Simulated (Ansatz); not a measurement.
## Ge wire along [111], 62 atoms a period, H-terminated: bands by functional

What gap, if any, does the Ge wire along [111], 62 atoms a period, H-terminated have, and how does it change with the functional?

Program: Ansatz 0.2.0. Level of theory: DFT PBE, plane waves, PAW; relaxation of a wire's period; PAW set soft_1, in the first sound run; inputs show where later runs differ. Results are calculated unless marked as measured.

## 1. Starting point

The cell holds 104 atoms: 62 Ge and 42 H. Cell: a = 21.566 Å, b = 21.499 Å, c = 9.977 Å, α = 90.0°, β = 90.0°, γ = 90.0°. Vacuum lies along a and b. The structure's axis is c.

## 2. Relaxing the period

Band widths follow the bond lengths, so the wire is relaxed first. The atoms and the third cell vector are free; the box across stays fixed as vacuum. A Fermi-Dirac smearing is set since the result may be a metal. The pressure printed is a third of the stress's trace over the whole box, vacuum included; only the stress along the axis is relaxed.

Contents of input.yaml:

```yaml
crystal:
  lattice:
    - [21.566, 0.0, 0.0]
    - [0.0, 21.499, 0.0]
    - [0.0, 0.0, 9.9766126516]
  atoms:
    - { symbol: Ge, position: [0.311147278, 0.500002674, 0.0] }
    - { symbol: Ge, position: [0.405576821, 0.664069153, 0.0] }
    - { symbol: Ge, position: [0.500006364, 0.500002674, 0.0] }
    - { symbol: Ge, position: [0.594435908, 0.664069153, 0.0] }
    - { symbol: Ge, position: [0.311147278, 0.500002674, 0.25] }
    - { symbol: Ge, position: [0.405576821, 0.335936195, 0.25] }
    - { symbol: Ge, position: [0.405576821, 0.664069153, 0.25] }
    - { symbol: Ge, position: [0.500006364, 0.500002674, 0.25] }
    - { symbol: Ge, position: [0.594435908, 0.335936195, 0.25] }
    - { symbol: Ge, position: [0.594435908, 0.664069153, 0.25] }
    - { symbol: Ge, position: [0.688865451, 0.500002674, 0.25] }
    - { symbol: H, position: [0.157655569, 0.479519674, 0.281211434] }
    - { symbol: H, position: [0.216717735, 0.376902196, 0.281211434] }
    - { symbol: H, position: [0.252085112, 0.315453195, 0.281211434] }
    - { symbol: H, position: [0.252085112, 0.643586153, 0.281211434] }
    - { symbol: H, position: [0.311147278, 0.212835717, 0.281211434] }
    - { symbol: H, position: [0.346514655, 0.807652631, 0.281211434] }
    - { symbol: H, position: [0.464638987, 0.807652631, 0.281211434] }
    - { symbol: H, position: [0.500006364, 0.212835717, 0.281211434] }
    - { symbol: H, position: [0.535373742, 0.807652631, 0.281211434] }
    - { symbol: H, position: [0.653498073, 0.807652631, 0.281211434] }
    - { symbol: H, position: [0.688865451, 0.212835717, 0.281211434] }
    - { symbol: H, position: [0.747927617, 0.315453195, 0.281211434] }
    - { symbol: H, position: [0.747927617, 0.643586153, 0.281211434] }
    - { symbol: H, position: [0.783294994, 0.376902196, 0.281211434] }
    - { symbol: H, position: [0.84235716, 0.479519674, 0.281211434] }
    - { symbol: Ge, position: [0.216717735, 0.445313848, 0.333333333] }
    - { symbol: Ge, position: [0.311147278, 0.281247369, 0.333333333] }
    - { symbol: Ge, position: [0.311147278, 0.609380327, 0.333333333] }
    - { symbol: Ge, position: [0.405576821, 0.445313848, 0.333333333] }
[... 68 atom lines left out ...]
    - { symbol: H, position: [0.747927617, 0.356419195, 0.968788566] }
    - { symbol: H, position: [0.783294994, 0.623103152, 0.968788566] }
    - { symbol: H, position: [0.84235716, 0.520485674, 0.968788566] }
    - { symbol: Ge, position: [0.405576821, 0.335936195, 0.0] }
    - { symbol: Ge, position: [0.594435908, 0.335936195, 0.0] }
    - { symbol: Ge, position: [0.688865451, 0.500002674, 0.0] }
kpoints:
  mp_grid: { grid: [1, 1, 9] }
scf:
  occupations: { method: fermi_dirac, width: 0.05 }
hamiltonian:
  xc: pbe
  pseudopotentials: { kind: paw, azcp: { folder: soft_1 } }
relax:
  cell: { fix: [a, b, alpha, beta, gamma] }
  max_steps: 45
  f_tol: 0.03
```

Run with:

```
ansatz run input.yaml --threads 16 --pin off --max-ram 61440MiB --backend cuda --events-out ev --progress --plain --runs-dir out --max-vram 78GiB
```

Numbers of over 12 decimals in the logs are rounded to 6 here.

Output:

```text
Engine: ansatz 0.2.0, aarch64-unknown-linux-gnu
Pseudopotentials: kind: paw
Pseudopotential: Ge, paw, valence charge 14, recommended cutoff 420 eV (normal), soft_1/Ge.paw.azcp
Pseudopotential: H, paw, valence charge 1, recommended cutoff 420 eV (normal), soft_1/H.paw.azcp
Functional definition: PBE
  parameter kappa = 0.804
  parameter beta = 0.066725
  exchange = pbe_x(kappa = kappa, mu = beta*pi^2/3)
  correlation = pbe_c(beta = beta)
[...]
Crystal: 104 atoms, lattice volume = 4625.631 Å³
Basis set: ecut = 420 eV, 90391 PW (Γ), exchange–correlation on 300×288×144 points (8 copies of the dense FFT grid, shifted against one another)
Bands: 559, of which v1, the nominal top of the filled ones, is band 455 counted from 1 (454 counted from 0)
Symmetry: 4 space group operations
Space group: P2/m (ITA 10), of the structure as read, at distance tolerance 1.7e-4 Å
k-points: 5 of 9
Non-local potential: Ge, projectors of the file, l = 0: 2, l = 1: 2, l = 2: 3, l = 3: 1
Non-local potential: H, projectors of the file, l = 0: 2, l = 1: 1
PAW form: soft (Blöchl's): semilocal exchange-correlation on the pseudo side does not see the compensation charge
PAW one-centre angular grid: Ge, 590 points (default); XC on 64 Gauss nodes
PAW one-centre angular grid: H, 110 points (default); XC on 64 Gauss nodes
Initial density: superposition of atomic densities (neutral atoms: chi_scale 0, normalization atom)
Initial wavefunctions: pseudopotential atomic-orbital guess
[...]
Functional: x = pbe(κ = 0.804, μ = 0.219515), c = pbe(β = 0.066725)
SCF iter   1: F=—  HF=-266955.861115 eV  |F-HF|=—  |Δ(HF+E_count)|=         —  Δρ=3.26e-2  dr2=4.12e1  ethr=3.10e-3  ⟨swp⟩=6.2  Hψ=10576  notcnv=0  defer=174
preconditioner: auto → Resta (q_TF=auto, 2.081 Å⁻¹)  ε∞=1.6  [insulator: Δε(μ)=1.298 eV  Ē_g=21.782 eV  σ=0.050 eV  W_gap=1.00  n_scr=702 (ndim 8)  ℏωp=16.5 eV  f_vac=0.559  D(μ)=0.00/eV (n_scr^D=0)  ε∞_Penn≈1.6  vacuum switching on, ρ_ref=3.4e-2 e/Å³]
SCF iter   2: F=—  HF=-266947.380010 eV  |F-HF|=—  |Δ(HF+E_count)|=    8.48e0  Δρ=1.45e-2  dr2=9.91e0  ethr=3.10e-3  ⟨swp⟩=3.0  Hψ=3793  notcnv=0  defer=440
[...]
SCF iter  12: F=-266945.358599 eV  HF=-266945.358599 eV  |F-HF|=8.50e-9  |Δ(HF+E_count)|=   7.98e-8  Δρ=9.16e-7  dr2=3.18e-8  ethr=1.10e-11  ⟨swp⟩=3.0  Hψ=8058  notcnv=0
SCF 1 converged in 12 iterations: F = -266945.358599 eV  dr2 = 3.18e-8
  greatest PAW one-centre occupation: 0.998 electrons in one spin orbital (limit 2), on the Ge atom at site 77 (counted from 0), in its partial waves of l = 2
relax step   1: F+E_penalty+E_count = -266945.35859913 eV  Δ(F+E_penalty+E_count) = +0.000e0 eV  max|allowed force component| = 3.972e-1 eV/Å  Δτ_max = 0.0000 Å  P = -0.356 GPa  Ω = 4625.631 Å³  fix = [a, b, alpha, beta, gamma]  reactions: a -0.333, b -0.333 GPa; alpha -0.000 GPa/rad  (12 SCF iters, dr2 threshold 1.00e-7 eV, accepted)
[...]
Crystal: 104 atoms, lattice volume = 4613.849 Å³
Basis set: ecut = 420 eV, 90163 PW (Γ), exchange–correlation on 300×288×144 points (8 copies of the dense FFT grid, shifted against one another)
[...]
iter 1 solved again at ethr=1.68e-4 eV; its pass at ethr=3.10e-3 eV (dr2=1.53e0 eV) is discarded
SCF iter   1: F=—  HF=-266946.304318 eV  |F-HF|=—  |Δ(HF+E_count)|=         —  Δρ=8.10e-3  dr2=1.54e0  ethr=1.68e-4  ⟨swp⟩=8.6  Hψ=11521  notcnv=0  defer=2
preconditioner: auto → Resta (q_TF=auto, 2.082 Å⁻¹)  ε∞=1.6  [insulator: Δε(μ)=1.464 eV  Ē_g=21.803 eV  σ=0.050 eV  W_gap=1.00  n_scr=702 (ndim 8)  ℏωp=16.5 eV  f_vac=0.593  D(μ)=0.00/eV (n_scr^D=0)  ε∞_Penn≈1.6  vacuum switching on, ρ_ref=3.4e-2 e/Å³]
SCF iter   2: F=—  HF=-266946.111386 eV  |F-HF|=—  |Δ(HF+E_count)|=   1.93e-1  Δρ=3.83e-3  dr2=3.66e-1  ethr=1.68e-4  ⟨swp⟩=3.6  Hψ=3924  notcnv=0  defer=255
[...]
SCF iter   8: F=-266946.085546 eV  HF=-266946.085546 eV  |F-HF|=2.54e-7  |Δ(HF+E_count)|=   1.60e-6  Δρ=5.30e-6  dr2=1.24e-6  ethr=1.08e-9  ⟨swp⟩=4.0  Hψ=7799  notcnv=0
SCF 2 converged in 8 iterations: F = -266946.085546 eV  dr2 = 1.24e-6
  greatest PAW one-centre occupation: 0.998 electrons in one spin orbital (limit 2), on the Ge atom at site 81 (counted from 0), in its partial waves of l = 2
relax step   2: F+E_penalty+E_count = -266946.08554642 eV  Δ(F+E_penalty+E_count) = -7.269e-1 eV  max|allowed force component| = 2.941e-1 eV/Å  Δτ_max = 0.1988 Å  P = -0.111 GPa  Ω = 4613.849 Å³  energy of the carried Pulay correction = +1.731e-3 eV  fix = [a, b, alpha, beta, gamma]  reactions: a -0.130, b -0.130 GPa; alpha -0.000 GPa/rad  (8 SCF iters, dr2 threshold 9.86e-6 eV, accepted)
[...]
relax step   3: F+E_penalty+E_count = -266946.25790318 eV  Δ(F+E_penalty+E_count) = -1.724e-1 eV  max|allowed force component| = 1.286e-1 eV/Å  Δτ_max = 0.0622 Å  P = -0.028 GPa  Ω = 4610.359 Å³  energy of the carried Pulay correction = +2.244e-3 eV  fix = [a, b, alpha, beta, gamma]  reactions: a -0.038, b -0.039 GPa; alpha +0.000 GPa/rad  (7 SCF iters, dr2 threshold 5.41e-6 eV, accepted)
[...]
relax step   4: F+E_penalty+E_count = -266946.40797164 eV  Δ(F+E_penalty+E_count) = -1.501e-1 eV  max|allowed force component| = 1.219e-1 eV/Å  Δτ_max = 0.1357 Å  P = -0.005 GPa  Ω = 4609.900 Å³  energy of the carried Pulay correction = +2.312e-3 eV  fix = [a, b, alpha, beta, gamma]  reactions: a -0.023, b -0.024 GPa; alpha +0.000 GPa/rad  (8 SCF iters, dr2 threshold 1.03e-6 eV, accepted)
[...]
relax step   5: F+E_penalty+E_count = -266946.46085669 eV  Δ(F+E_penalty+E_count) = -5.289e-2 eV  max|allowed force component| = 4.964e-2 eV/Å  Δτ_max = 0.0811 Å  P = +0.015 GPa  Ω = 4616.506 Å³  energy of the carried Pulay correction = +1.340e-3 eV  fix = [a, b, alpha, beta, gamma]  reactions: a +0.024, b +0.023 GPa; alpha -0.000 GPa/rad  (8 SCF iters, dr2 threshold 9.29e-7 eV, accepted)
[...]
relax step   6: F+E_penalty+E_count = -266946.47035891 eV  Δ(F+E_penalty+E_count) = -9.502e-3 eV  max|allowed force component| = 1.679e-2 eV/Å  Δτ_max = 0.0329 Å  P = -0.004 GPa  Ω = 4614.032 Å³  energy of the carried Pulay correction = +1.704e-3 eV  fix = [a, b, alpha, beta, gamma]  reactions: a -0.006, b -0.006 GPa; alpha -0.000 GPa/rad  (8 SCF iters, dr2 threshold 1.54e-7 eV, accepted)
[...]
relax step   7: F+E_penalty+E_count = -266946.46843671 eV  Δ(F+E_penalty+E_count) = +1.922e-3 eV  max|allowed force component| = 1.676e-2 eV/Å  Δτ_max = 0.0000 Å  P = -0.004 GPa  Ω = 4614.032 Å³  fix = [a, b, alpha, beta, gamma]  reactions: a -0.006, b -0.006 GPa; alpha -0.000 GPa/rad  stress off target by 2.74e-4 GPa on what of the cell is left free  SCF on the basis re-selected at this cell (its energy is not comparable with the rows above)  (7 SCF iters)
[...]
- { symbol: Ge, position: [0.594345, 0.770728, 0.581009] }
    - { symbol: Ge, position: [0.686554, 0.282675, 0.581012] }
    - { symbol: Ge, position: [0.688304, 0.609059, 0.585611] }
    - { symbol: Ge, position: [0.780895, 0.446597, 0.581011] }
    - { symbol: H, position: [0.160399, 0.587593, 0.615909] }
    - { symbol: H, position: [0.254571, 0.751221, 0.615906] }
    - { symbol: H, position: [0.405824, 0.161177, 0.615906] }
    - { symbol: H, position: [0.594176, 0.161177, 0.615906] }
    - { symbol: H, position: [0.745429, 0.751221, 0.615906] }
    - { symbol: H, position: [0.839601, 0.587593, 0.615909] }
    - { symbol: H, position: [0.160399, 0.412407, 0.634091] }
    - { symbol: H, position: [0.254571, 0.248779, 0.634094] }
    - { symbol: H, position: [0.405824, 0.838823, 0.634094] }
    - { symbol: H, position: [0.594176, 0.838823, 0.634094] }
    - { symbol: H, position: [0.745429, 0.248779, 0.634094] }
    - { symbol: H, position: [0.839601, 0.412407, 0.634091] }
    - { symbol: Ge, position: [0.219105, 0.553403, 0.668989] }
    - { symbol: Ge, position: [0.313446, 0.717325, 0.668988] }
    - { symbol: Ge, position: [0.311696, 0.390941, 0.664389] }
    - { symbol: Ge, position: [0.405655, 0.229272, 0.668991] }
    - { symbol: Ge, position: [0.405807, 0.554553, 0.666661] }
    - { symbol: Ge, position: [0.5, 0.390894, 0.666661] }
    - { symbol: Ge, position: [0.5, 0.718117, 0.664387] }
    - { symbol: Ge, position: [0.594345, 0.229272, 0.668991] }
    - { symbol: Ge, position: [0.594193, 0.554553, 0.666661] }
    - { symbol: Ge, position: [0.686554, 0.717325, 0.668988] }
    - { symbol: Ge, position: [0.688304, 0.390941, 0.664389] }
    - { symbol: Ge, position: [0.780895, 0.553403, 0.668989] }
    - { symbol: Ge, position: [0.215028, 0.546987, 0.914958] }
    - { symbol: Ge, position: [0.316947, 0.724071, 0.914958] }
    - { symbol: Ge, position: [0.313836, 0.392182, 0.914035] }
    - { symbol: Ge, position: [0.398077, 0.228939, 0.914961] }
    - { symbol: Ge, position: [0.405372, 0.554805, 0.916811] }
    - { symbol: Ge, position: [0.5, 0.390391, 0.916811] }
    - { symbol: Ge, position: [0.5, 0.715635, 0.914033] }
    - { symbol: Ge, position: [0.601923, 0.228939, 0.914961] }
    - { symbol: Ge, position: [0.594628, 0.554805, 0.916811] }
    - { symbol: Ge, position: [0.683053, 0.724071, 0.914958] }
    - { symbol: Ge, position: [0.686164, 0.392182, 0.914035] }
    - { symbol: Ge, position: [0.784972, 0.546987, 0.914958] }
    - { symbol: H, position: [0.160549, 0.503608, 0.954235] }
    - { symbol: H, position: [0.202759, 0.611210, 0.979779] }
    - { symbol: H, position: [0.255366, 0.702619, 0.979781] }
    - { symbol: H, position: [0.254771, 0.357978, 0.965857] }
    - { symbol: H, position: [0.327158, 0.793088, 0.954239] }
    - { symbol: H, position: [0.333386, 0.203306, 0.954240] }
    - { symbol: H, position: [0.447387, 0.186170, 0.979788] }
    - { symbol: H, position: [0.5, 0.784047, 0.965860] }
    - { symbol: H, position: [0.552613, 0.186170, 0.979788] }
    - { symbol: H, position: [0.666614, 0.203306, 0.954240] }
    - { symbol: H, position: [0.672842, 0.793088, 0.954239] }
    - { symbol: H, position: [0.744634, 0.702619, 0.979781] }
    - { symbol: H, position: [0.745229, 0.357978, 0.965857] }
    - { symbol: H, position: [0.797241, 0.611210, 0.979779] }
    - { symbol: H, position: [0.839451, 0.503608, 0.954235] }
    - { symbol: Ge, position: [0.405831, 0.336278, 7.295099139921855e-5] }
    - { symbol: Ge, position: [0.594169, 0.336278, 7.295099139921854e-5] }
    - { symbol: Ge, position: [0.688428, 0.500052, 7.329401177207726e-5] }
```

It took 22 s on 1 × NVIDIA GB200 with 16 threads of Arm Neoverse V2, shared host; peak memory 2.3 GiB.

Relaxation path:

```csv
step,energy less that of the first step (eV),largest force component (eV/Å),pressure (GPa),volume (Å³)
1,0.0000,0.3972,-0.36,4625.63
2,-0.7269,0.2941,-0.11,4613.85
3,-0.8993,0.1286,-0.03,4610.36
4,-1.0494,0.1219,0.00,4609.90
5,-1.1023,0.0496,0.01,4616.51
6,-1.1118,0.0168,0.00,4614.03
7,-1.1098,0.0168,0.00,4614.03
```

The run keeps the 4 symmetry operations that it works with, so distortions that break them were not tested.

| cell as run | before | after | change |
| --- | --- | --- | --- |
| c (Å) | 9.977 | 9.952 | -0.3 % |

The atoms that moved most (Å, along periodic axes as changes of fractional coordinates times the final cell, across vacuum about the mean position):

```
atom      dx      dy      dz  length
 H93  -0.372  -0.133   0.109   0.410
 H18  -0.372   0.133  -0.109   0.410
 H95   0.372  -0.133   0.109   0.410
 H20   0.372   0.133  -0.109   0.410
 H23  -0.071  -0.388  -0.109   0.410
 H14   0.071  -0.388  -0.109   0.410
 H98  -0.071   0.388   0.109   0.410
 H89   0.071   0.388   0.109   0.410
```

Numbers from this step:

```yaml
cell_length_along_the_wire: 9.952 Å
```

The cell's length comes to 9.952 Å with spin left out.

## 3. The perfect wire

This step: DFT PBE, plane waves, PAW; bands of a perfect wire; PAW set soft_1 (Ansatz 0.2.0).

At the relaxed period the bands are computed along the axis; those that cross an energy going forward count the channels that a perfect wire would open there.

Contents of input.yaml:

```yaml
crystal:
  lattice:
    - [21.566, 0.0, 0.0]
    - [0.0, 21.499, 0.0]
    - [0.0, 0.0, 9.9515955737]
  atoms:
    - { symbol: Ge, position: [0.311571883, 0.500052115, 7.3294e-05] }
    - { symbol: Ge, position: [0.405739455, 0.663667545, 7.3089e-05] }
    - { symbol: Ge, position: [0.5, 0.49999965, 0.999954507] }
    - { symbol: Ge, position: [0.594260545, 0.663667545, 7.3089e-05] }
    - { symbol: Ge, position: [0.311571883, 0.499947885, 0.249926706] }
    - { symbol: Ge, position: [0.405739455, 0.336332455, 0.249926911] }
    - { symbol: Ge, position: [0.40583075, 0.663721757, 0.249927049] }
    - { symbol: Ge, position: [0.5, 0.50000035, 0.250045493] }
    - { symbol: Ge, position: [0.594260545, 0.336332455, 0.249926911] }
    - { symbol: Ge, position: [0.59416925, 0.663721757, 0.249927049] }
    - { symbol: Ge, position: [0.688428117, 0.499947885, 0.249926706] }
    - { symbol: H, position: [0.160549018, 0.496391855, 0.295765369] }
    - { symbol: H, position: [0.202759193, 0.388789988, 0.270220726] }
    - { symbol: H, position: [0.25536581, 0.29738134, 0.270219464] }
    - { symbol: H, position: [0.254771102, 0.642022169, 0.284143448] }
    - { symbol: H, position: [0.327157633, 0.206912426, 0.295760746] }
    - { symbol: H, position: [0.333385629, 0.796694301, 0.29575955] }
    - { symbol: H, position: [0.447387194, 0.813830203, 0.270211578] }
    - { symbol: H, position: [0.5, 0.215952624, 0.284140148] }
    - { symbol: H, position: [0.552612806, 0.813830203, 0.270211578] }
    - { symbol: H, position: [0.666614371, 0.796694301, 0.29575955] }
    - { symbol: H, position: [0.672842367, 0.206912426, 0.295760746] }
    - { symbol: H, position: [0.74463419, 0.29738134, 0.270219464] }
    - { symbol: H, position: [0.745228898, 0.642022169, 0.284143448] }
    - { symbol: H, position: [0.797240807, 0.388789988, 0.270220726] }
    - { symbol: H, position: [0.839450982, 0.496391855, 0.295765369] }
    - { symbol: Ge, position: [0.215028269, 0.453013084, 0.335041739] }
    - { symbol: Ge, position: [0.316946545, 0.275928978, 0.335042304] }
    - { symbol: Ge, position: [0.313836137, 0.607817832, 0.335964545] }
    - { symbol: Ge, position: [0.405371732, 0.445195495, 0.333189389] }
[... 68 atom lines left out ...]
    - { symbol: H, position: [0.745228898, 0.357977831, 0.965856552] }
    - { symbol: H, position: [0.797240807, 0.611210012, 0.979779274] }
    - { symbol: H, position: [0.839450982, 0.503608145, 0.954234631] }
    - { symbol: Ge, position: [0.40583075, 0.336278243, 7.2951e-05] }
    - { symbol: Ge, position: [0.59416925, 0.336278243, 7.2951e-05] }
    - { symbol: Ge, position: [0.688428117, 0.500052115, 7.3294e-05] }
kpoints:
  mp_grid: { grid: [1, 1, 9] }
  band_path: { path: ["Γ", Z], npoints: 90 }
scf:
  occupations: { method: fermi_dirac, width: 0.05 }
hamiltonian:
  xc: pbe
  pseudopotentials: { kind: paw, azcp: { folder: soft_1 } }
output:
  dos: { e_range: [-5, 4] }
  write_potential: true
  write_density: true
  volumetric_format: npy
```

Output:

```text
[...]
Crystal: 104 atoms, lattice volume = 4614.032 Å³
Basis set: ecut = 420 eV, 90163 PW (Γ)
Bands: 559, of which v1, the nominal top of the filled ones, is band 455 counted from 1 (454 counted from 0)
Symmetry: 4 space group operations
[...]
k-points: 5 of 9
[...]
SCF iter   1: F=—  HF=-266957.205833 eV  |F-HF|=—  |Δ(HF+E_count)|=         —  Δρ=3.31e-2  dr2=4.20e1  ethr=3.10e-3  ⟨swp⟩=6.0  Hψ=10536  notcnv=0  defer=230
[...]
SCF iter   6: F=—  HF=-266946.466920 eV  |F-HF|=—  |Δ(HF+E_count)|=   9.39e-3  Δρ=2.30e-4  dr2=3.29e-3  ethr=2.37e-6  ⟨swp⟩=2.0  Hψ=4637  notcnv=0  defer=428
[...]
SCF iter  10: F=—  HF=-266946.468409 eV  |F-HF|=—  |Δ(HF+E_count)|=   9.11e-6  Δρ=3.44e-6  dr2=1.24e-6  ethr=7.82e-10  ⟨swp⟩=3.0  Hψ=4637  notcnv=0  defer=429
[...]
SCF iter  12: F=-266946.468409 eV  HF=-266946.468409 eV  |F-HF|=1.54e-8  |Δ(HF+E_count)|=   3.03e-8  Δρ=6.99e-7  dr2=3.63e-8  ethr=1.10e-11  ⟨swp⟩=12.2  Hψ=12438  notcnv=0
SCF 1 converged in 12 iterations: F = -266946.468409 eV  dr2 = 3.63e-8
[...]
NSCF: frozen V_eff on 91 k-points
[...]
SCF converged after 12 iterations
[...]
```

It took 46 s on 1 × NVIDIA GB200 with 16 threads; peak memory 5.9 GiB; 3.6 min of CPU time.

Numbers from this step:

| Property | Result |
| --- | --- |
| band gap | 1.544 eV |

(Continued in part 2 of 2.)

[Logs are printed without paths, hosts, clocks, repeated set-up lines and the standing remarks that a program may print on its own settings, such as how far it seeks lower states.]

[Hosts, paths, dates, database ids (printed as entryN), source tags and the programs' standing remarks are cut or masked in the printed files.]
